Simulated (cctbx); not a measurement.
# Which space group?

Cell: a = 2.9490 Å, b = 2.9490 Å, c = 12.5910 Å, α = 90.00°, β = 90.00°, γ = 120.00°. Expected content of the cell: Nb4 C2 B2.

The data are simulated with cctbx, not measured: Mo Kα, λ = 0.71073 Å, to d = 0.75 Å, 50 % of the full sphere, strongest reflection 40000 counts, noise from counting, a 1.5 % proportional error and a noise floor of 15 counts (s.d.); no absorption.

Tests on the unmerged data give:

```text
453 reflections to d = 0.752 A
centring   violations  <I/sigma> of those
    A        182 of   222     32.9
    B        188 of   232     33.1
    C        186 of   240     30.3
    I        191 of   238     32.2
    R        223 of   300     30.4
    F        278 of   347     32.0
Laue class    unique    Rint  (classes that these axes allow; Friedel mates merged)
P -1              338   0.011
P 1 1 2/m         223   0.012
P -3              153   0.012
P -3 1 m           98   0.013
P -3 m 1          118   0.013
P 6/m              85   0.013
P 6/m m m          74   0.013
space group    extra absences  I>4sigma  <I/sigma>
P 6 2 2                 0          0         -  acentric
P 63 2 2                6          0       0.0  acentric
P 6 m m                 0          0         -  acentric
P 63 m c               54          0      -0.0  acentric
P -6 m 2                0          0         -  acentric
P -6 2 m                0          0         -  acentric
P -6 2 c               54          0      -0.0  acentric
P 6/m m m               0          0         -  centric
P 63/m m c             54          0      -0.0  centric
Wilson B = 0.56 A^2   <|E^2-1|> = 0.699 (0.968 centric, 0.736 acentric)   E^2>4: 0.0 %
shell (A)         n   <I/sigma>
12.59 - 1.37     18     64.9
 1.37 - 1.08     15     75.2
 1.08 - 0.95     11     66.2
 0.95 - 0.86      9     89.8
 0.86 - 0.80     13     53.4
 0.80 - 0.75      8     90.1
```

**Question.** What are the lattice type, the Laue class and the likely space group?

Every centring test has many violations, so the lattice is primitive.

Rint stays low (0.011 to 0.013) up to P 6/m m m, the highest class in these axes.

9 settings pass the absence test. The most absences obeyed, 54, belong to P 63 m c, P -6 2 c and P 63/m m c, which absences can't tell apart.

⟨|E²−1|⟩ = 0.699 leans to a non-centrosymmetric structure. Here that hint misleads: the statistic assumes many like atoms on general positions, and few, heavy or special-position atoms break it. The Wilson B of 0.56 Å² means U ≈ 0.0071 Å².

The true group is P6_3/mmc (no. 194), Laue class 6/mmm, centrosymmetric. The tables only narrow the choice to the tied entries; cell content, site symmetry and trial solutions must settle it.

The model was made for the exercise: a known structure type with other elements put in, its volume estimated, not relaxed; displacement parameters are assumed.

[Logs are printed without paths, hosts, clocks, repeated set-up lines and the standing remarks that a program may print on its own settings, such as how far it seeks lower states.]
